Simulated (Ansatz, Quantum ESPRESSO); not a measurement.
# Lattice dynamics of SrOs (Pm-3m) in two programs, part 4 of 4

Aim: the phonon dispersion of SrOs (Pm-3m), checked by a second program.

Quantum ESPRESSO 7.5; DFT LDA, scalar-relativistic, plane waves, JTH PAW pseudopotentials.

So far. Step 7 (Interpolated phonon bands): The path dips to 77i cm⁻¹. Step 9 (Modes with the sum rule): The rule moves no optical mode by more than 0.1 cm⁻¹.

The structure was built from a prototype and need not be the compound's stable phase.

## 13. Cross-check with Ansatz

The same cell goes through another code, with its own cutoff. The potentials differ. Its k mesh is centred on Γ.

This step: DFT LDA, scalar-relativistic, plane waves, PAW (Ansatz 0.2.0).

input.yaml

```yaml
crystal:
  lattice:
    - [3.4811856081, 0.0, 0.0]
    - [0.0, 3.4811856081, 0.0]
    - [0.0, 0.0, 3.4811856081]
  atoms:
    - { symbol: Os, position: [0.0, 0.0, 0.0] }
    - { symbol: Sr, position: [0.5, 0.5, 0.5] }
kpoints:
  mp_grid: { grid: [8, 8, 8] }
hamiltonian:
  xc: lda
scf:
  occupations: { method: cold, width: 0.27211 }
output:
  eigenvalues: true
phonons:
  method: dfpt
  qmesh: [2, 2, 2]
  temperatures: { t_max: 1000, t_step: 50 }
  qpath:
    path:
      - [[0.0, 0.0, 0.0], [0.0, 0.5, 0.0], [0.5, 0.5, 0.0], [0.0, 0.0, 0.0], [0.5, 0.5, 0.5], [0.0, 0.5, 0.0]]
      - [[0.5, 0.5, 0.5], [0.5, 0.5, 0.0]]
    npoints: 12
```

Started as:

```sh
$ ansatz run input.yaml --threads 4 --pin off --max-ram 8192MiB --backend cpu --events-out ev --progress --plain --runs-dir out
```

Numbers of over 12 decimals in the logs are rounded to 6 here.

Output:

```text
Engine: ansatz 0.2.0, x86_64-unknown-linux-gnu
Pseudopotentials: kind: paw
Pseudopotential: Os, paw, valence charge 16, recommended cutoff 420 eV (normal), Os.paw.azcp
Pseudopotential: Sr, paw, valence charge 10, recommended cutoff 420 eV (normal), Sr.paw.azcp
Functional definition: SPW92
  exchange = slater_x
  correlation = pw_c
Crystal: 2 atoms, lattice volume = 42.187 Å³
Basis set: ecut = 420 eV, 799 PW (Γ), exchange–correlation on 48×48×48 points (8 copies of the dense FFT grid, shifted against one another)
Bands: 17, of which v1, the nominal top of the filled ones, is band 13 counted from 1 (12 counted from 0)
Symmetry: 48 space group operations
k-points: 35 of 512
Non-local potential: Os, projectors of the file, l = 0: 3, l = 1: 2, l = 2: 2, l = 3: 1
Non-local potential: Sr, projectors of the file, l = 0: 3, l = 1: 2, l = 2: 2
PAW form: soft (Blöchl's): semilocal exchange-correlation on the pseudo side does not see the compensation charge
PAW frozen core: Os, regenerated for the run's functional, and the local potential with it (the file was generated under x = pbe(κ = 0.804, μ = 0.219515), c = pbe(β = 0.066725))
PAW frozen core: Sr, regenerated for the run's functional, and the local potential with it (the file was generated under x = pbe(κ = 0.804, μ = 0.219515), c = pbe(β = 0.066725))
PAW one-centre angular grid: Os, 590 points (default); XC on 64 Gauss nodes
PAW one-centre angular grid: Sr, 110 points (default); XC on 64 Gauss nodes
Initial density: superposition of atomic densities (neutral atoms: chi_scale 0, normalization atom), corrected by the library's trained network
Initial wavefunctions: pseudopotential atomic-orbital guess
Functional: x = slater, c = lda
SCF iter   1: F=—  HF=-14560.047260 eV  |F-HF|=—  |Δ(HF+E_count)|=         —  Δρ=1.42e-2  dr2=3.38e-2  ethr=1.77e-3  ⟨swp⟩=5.5  Hψ=3168  notcnv=0
preconditioner: auto → none  [metal: Δε(μ)=0.007 eV  Ē_g=9.888 eV  σ=0.272 eV  W_gap=0.02  n_scr=6 (ndim 8)  ℏωp=22.9 eV  f_vac=0.000  D(μ)=4.32/eV (n_scr^D=56)  sad-step TF]
SCF iter   2: F=—  HF=-14560.042985 eV  |F-HF|=—  |Δ(HF+E_count)|=   4.28e-3  S|Δr|=    0.00e0  Δρ=7.19e-3  dr2=1.03e-2  ethr=1.30e-4  ⟨swp⟩=1.1  Hψ=879  notcnv=0
SCF iter   3: F=—  HF=-14560.040830 eV  |F-HF|=—  |Δ(HF+E_count)|=   2.15e-3  S|Δr|=    0.00e0  Δρ=5.97e-4  dr2=1.52e-4  ethr=3.95e-5  ⟨swp⟩=1.6  Hψ=646  notcnv=0
SCF iter   4: F=—  HF=-14560.040840 eV  |F-HF|=—  |Δ(HF+E_count)|=   1.04e-5  S|Δr|=    0.00e0  Δρ=2.02e-4  dr2=2.99e-5  ethr=5.83e-7  ⟨swp⟩=2.5  Hψ=956  notcnv=0
SCF iter   5: F=—  HF=-14560.040833 eV  |F-HF|=—  |Δ(HF+E_count)|=   7.23e-6  S|Δr|=    0.00e0  Δρ=2.79e-5  dr2=5.99e-7  ethr=1.15e-7  ⟨swp⟩=2.0  Hψ=866  notcnv=0
SCF iter   6: F=—  HF=-14560.040831 eV  |F-HF|=—  |Δ(HF+E_count)|=   2.37e-6  S|Δr|=    0.00e0  Δρ=6.97e-6  dr2=2.95e-8  ethr=2.30e-9  ⟨swp⟩=2.2  Hψ=833  notcnv=0
SCF iter   7: F=—  HF=-14560.040831 eV  |F-HF|=—  |Δ(HF+E_count)|=   5.92e-9  S|Δr|=    0.00e0  Δρ=3.43e-7  dr2=7.68e-11  ethr=1.13e-10  ⟨swp⟩=2.2  Hψ=877  notcnv=0
SCF iter   8: F=-14560.040831 eV  HF=-14560.040831 eV  |F-HF|=1.82e-12  |Δ(HF+E_count)|=  4.73e-11  S|Δr|=    0.00e0  Δρ=9.09e-8  dr2=3.15e-12  ethr=1.00e-12  ⟨swp⟩=7.2  Hψ=3171  notcnv=0
the search or the solves at the SCF's close seem to have found levels that the self-consistency loop had missed (the run counts 1). By its estimate they hold under 1e-12 electrons; where the run keeps them, the occupations were computed again with them
SCF 1 converged in 8 iterations: F = -14560.040831 eV  dr2 = 3.15e-12
  greatest PAW one-centre occupation: 1.000 electrons in one spin orbital (limit 2), on the Os atom at site 0 (counted from 0), in its partial waves of l = 0
Initial density: read from a saved state, or passed on in memory by an earlier SCF of this step, an earlier step, the calling program or the single point that the run made first
iter 1 solved again at ethr=4.72e-7 eV; its pass at ethr=3.10e-3 eV (dr2=1.23e-4 eV) is discarded
SCF iter   1: F=—  HF=-14560.040838 eV  |F-HF|=—  |Δ(HF+E_count)|=         —  Δρ=1.03e-6  dr2=1.93e-10  ethr=4.72e-7  ⟨swp⟩=3.8  Hψ=5011  notcnv=0
eigensolver tolerance schedule: the retry pair's looser diagonalisation over-reported the residual by 635703.94 of it (diagonalisation noise at an unbounded share of the residual, at the tolerance the schedule requests for it); recorded, not acted on — ethr = c·dr2/N_el stays at c = 1.0e-1
preconditioner: auto → none  [metal: Δε(μ)=0.024 eV  Ē_g=9.882 eV  σ=0.272 eV  W_gap=0.06  n_scr=6 (ndim 8)  ℏωp=22.9 eV  f_vac=0.000  D(μ)=4.47/eV (n_scr^D=56)]
SCF iter   2: F=—  HF=-14560.040831 eV  |F-HF|=—  |Δ(HF+E_count)|=   6.86e-6  S|Δr|=    0.00e0  Δρ=6.21e-7  dr2=1.02e-10  ethr=1.00e-12  ⟨swp⟩=4.6  Hψ=1923  notcnv=0
SCF iter   3: F=—  HF=-14560.040831 eV  |F-HF|=—  |Δ(HF+E_count)|=  2.00e-11  S|Δr|=    0.00e0  Δρ=3.93e-7  dr2=3.49e-11  ethr=1.00e-12  ⟨swp⟩=1.0  Hψ=595  notcnv=0
SCF iter   4: F=-14560.040831 eV  HF=-14560.040831 eV  |F-HF|=3.64e-12  |Δ(HF+E_count)|=  5.46e-12  S|Δr|=    0.00e0  Δρ=2.01e-7  dr2=8.52e-12  ethr=1.00e-12  ⟨swp⟩=2.2  Hψ=1793  notcnv=0
SCF 2 converged in 4 iterations: F = -14560.040831 eV  dr2 = 8.52e-12
phonons: the bands overlap, so this run is a metal and interpolates without the dipole-dipole term. If the crystal is really an insulator or semiconductor, its LO-TO splitting is missing
NSCF: frozen V_eff on 35 k-points
NSCF: frozen V_eff on 75 k-points
DFPT response loops at q = (0, 0, 0) (fractional): preconditioner auto → Kerker (q_TF=auto, 2.517 Å⁻¹) (partly filled bands, converged f_vac=0.000); β = 1.00, the filter's whole step (`scf.mixing.beta` (0.50) is not read by the response loops under this deck's `scf.mixing.preconditioner`; to damp them name `kerker` or `kerker_dos`, under which they read `scf.mixing.beta`, and type it under 1.00, their step now; both keys bind the ground state too); Broyden in place of MSR1
NSCF: frozen V_eff on 250 k-points
DFPT response loops at q = (0, 0, -0.5) (fractional): mixed as the last ones told, above
NSCF: frozen V_eff on 250 k-points
DFPT response loops at q = (0, -0.5, -0.5) (fractional): mixed as the last ones told, above
NSCF: frozen V_eff on 150 k-points
DFPT response loops at q = (-0.5, -0.5, -0.5) (fractional): mixed as the last ones told, above
SCF converged after 8 iterations
Stability not checked: this state was not tested for a lower state beside it, because cold or Methfessel-Paxton smearing, or corrected tetrahedra, fill the levels in a way that the test cannot read (fill_not_monotonic; see scf.lower_state_search)
Free energy (F): -14560.040831 eV
Harris-Foulkes:  -14560.040831 eV  (|F-HF|=1.82e-12)
Internal energy: -14560.051143 eV  (E = F + TS)
E sigma→0 (E₀):  -14560.044268 eV
Entropy (-TS):   0.010312 eV (5.156 meV/atom)
Fermi energy:    14.027843 eV
--- Per-component energies (eV) ---
  E_band       = -241.015033
  E_kinetic    = 816.443101
  E_local      = -1811.191695  (includes V_loc(G=0)·N_el)
  E_nonlocal   = 212.405075
  E_hartree    = 623.430619
  E_xc         = -436.937699
  E_vxc        = -446.071541  (∫ρ·V_xc dr)
  E_paw        = -11345.061136  (= ΣΔE_a)
  E_vpaw       = -259.461217  (= ΣTr[D̂ρ^β])
  E_aug_tail   = -0.000074  (compensation charges beyond the density's cutoff)
  E_ewald      = -2619.796203
  E_core_change = 0.656869  (= ΣΔE_core)
  E_smearing   = 0.010312  (= −TS)
  E_closure    = -0.000000  (closes the sum)
  Σ components = -14560.040831   (vs F -14560.040831, Δ=0.00e0)
--- Band table (eV; the first three rows and the last of 35) ---
  k-point 0: bands = [... 9 lower, 11.2813, 11.2813, 14.0179, 14.0179, 14.0179, 19.2034, 19.2034, 23.1084]
  k-point 1: bands = [... 9 lower, 11.3840, 11.5197, 13.9834, 13.9834, 14.0647, 18.8494, 19.2259, 21.5033]
  k-point 2: bands = [... 9 lower, 11.6599, 12.1181, 13.9140, 13.9140, 14.1823, 18.0330, 18.4776, 20.0165]
  k-point 34: bands = [... 9 lower, 13.3443, 13.3443, 14.6693, 14.6693, 14.6693, 15.2142, 15.2142, 17.4652]
--- Phonons (Γ-DFPT): 2 representative perturbations + reference (Σ response iterations 6) ---
  ASR residual: 1.010e-4 → 0.000e0 eV/Å²; symmetrization residual: 4.577e-6 eV/Å²
  ASR residual per site (eV/Å²): 1.01e-4 3.34e-5
  Γ frequencies (cm⁻¹): 0.00 0.00 0.00 165.92 165.92 165.92
--- Phonons (arbitrary-q DFPT): 4 irreducible q on the 2×2×2 mesh ---
  q = [0.0000, 0.0000, 0.0000] (star 1, of the zone-centre solve; hermiticity 1.51e-6, symmetrization 6.54e-13): 0.00 0.00 0.00 165.92 165.92 165.92
  q = [0.0000, 0.0000, -0.5000] (star 3, 4 solved perturbations in 400 linear systems a pass and spin channel, the states on 125 of 512 k-point pairs; hermiticity 1.14e-7, symmetrization 5.15e-8): -36.64 62.82 62.82 121.46 121.46 180.08
  q = [0.0000, -0.5000, -0.5000] (star 3, 4 solved perturbations in 400 linear systems a pass and spin channel, the states on 125 of 512 k-point pairs; hermiticity 1.08e-6, symmetrization 3.02e-11): -77.58 -77.58 92.35 114.26 186.43 186.43
  q = [-0.5000, -0.5000, -0.5000] (star 1, 2 solved perturbations on 75 of 512 k-point pairs; hermiticity 8.04e-9, symmetrization 4.02e-9): -63.65 -63.65 -63.65 161.76 161.76 161.76
  sum rule: each row above includes the acoustic sum rule's correction from the zone centre's row sums; it moved no ω² by more than (0.38 cm⁻¹)²
  mesh force constants: q→R imaginary residual 2.19e-17; ASR residual 1.010e-4 → 0.000e0 eV/Å²; symmetrization residual 3.553e-15 eV/Å²
  interpolated dispersion: 74 rows × 6 modes
  density of states and harmonic sums: on the 18×18×18 q-mesh, interpolated from the force constants of a 2×2×2 supercell (no non-analytic term)
  largest difference from the sums on the solved wave vectors: F 1.04e-1 eV, S 1.28e-4 and C_V 2.72e-5 eV/K
  zero-point energy: 0.033524 eV/cell   skipped modes (ω ≤ 0): 360, of them read as no rigid motion or as one in doubt: 357 (1.597e0 modes/cell left out, lowest -77.58 cm⁻¹)   left out of the sums: 2.66e-1 of the cell's modes: C_V's classical limit lies that fraction below 3 k_B per atom; for a crystal, a wire or a layer, F and S can be off by more, and a phonons.interpolated_qmesh denser along its periods is the remedy for the sampling
```

Elapsed: 18 s, on 4 threads of AMD EPYC 7R13 (Zen 3), shared host; peak memory 0.63 GiB.

Read from the output:

```
sum-rule residual before enforcement                               : 1.01e-4 eV/Å²
lowest frequency on the path                                       : -77.58 cm⁻¹
share of modes beyond 3i cm⁻¹ on the dense interpolated mesh       : 0.267
lowest mode on the q mesh (acoustic ones at the zone centre apart) : -77.58 cm⁻¹
```

## 14. The two compared: QE JTH and Ansatz, PAW

Worked out from the results:

* root-mean-square difference: 0.28 cm⁻¹
* largest difference: 0.5 cm⁻¹
* root-mean-square difference on the path: 0.3 cm⁻¹
* largest difference on the path: 2.6 cm⁻¹

The 12 of 21 modes that differ most. Frequencies side by side:

```
q (reciprocal lattice)  mode  QE JTH (cm⁻¹)  Ansatz, PAW (cm⁻¹)
              0 0 -0.5     1         -36.89              -36.64
              0 0 -0.5     2          63.13               62.82
              0 0 -0.5     3          63.13               62.82
              0 0 -0.5     4            121               121.5
              0 0 -0.5     5            121               121.5
           0 -0.5 -0.5     1         -77.28              -77.58
           0 -0.5 -0.5     2         -77.28              -77.58
           0 -0.5 -0.5     3          92.76               92.35
           0 -0.5 -0.5     4          113.9               114.3
        -0.5 -0.5 -0.5     1         -63.38              -63.65
        -0.5 -0.5 -0.5     2         -63.38              -63.65
        -0.5 -0.5 -0.5     3         -63.38              -63.65
```

At the solved wavevectors the largest difference (acoustic modes at Γ apart) is 0.3 % of the highest mode.

## 15. Results

| Item | Value |
| --- | --- |
| space group after relaxation | Pm-3m |
| volume per atom | 21.1 Å³ |
| highest optical zone-centre mode (no LO-TO term) | 165.9 cm⁻¹ |
| q mesh | 2×2×2 |
| lowest mode on the q mesh (acoustic ones at the zone centre apart) | -77.3 cm⁻¹ |
| imaginary modes on the q mesh | yes |
| largest difference from Ansatz, PAW | 0.5 cm⁻¹ |

What this shows: SrOs (Pm-3m) is unstable: a mode solved on the 2×2×2 mesh is imaginary, 77i cm⁻¹; its spectrum reaches 187 cm⁻¹. At the LDA level the optical modes of SrOs (Pm-3m) at the zone centre lie at 166 cm⁻¹. The relaxation gained more than 0.3 eV an atom, so the start was far from this structure and its bonding may have changed. The most unstable solved mode lies at q = (0, -0.5, -0.5), on the zone boundary, so the distortion that it points to doubles the cell. QE JTH and Ansatz, PAW agree to 0.50 cm⁻¹ (0.3 % of the highest mode compared) on all solved modes but the acoustic ones at Γ, without the LO-TO term. These are harmonic frequencies at zero temperature: anharmonic shifts and linewidths and thermal expansion are left out. Spin-orbit coupling is left out, which can matter for the heavy elements here. In a metal the frequencies hang on the k mesh and the smearing, most of all near Kohn anomalies. The q mesh stands for a supercell only 7.0 Å across, so branches between the solved wavevectors are rough. The structure is a hypothetical one, built on a prototype.

[Host names and launcher messages were left out of these logs when they were recorded.]

[Logs are printed without paths, hosts, clocks, repeated set-up lines and the standing remarks that a program may print on its own settings, such as how far it seeks lower states.]

[Hosts, paths, dates, database ids (printed as entryN), source tags and the programs' standing remarks are cut or masked in the printed files.]
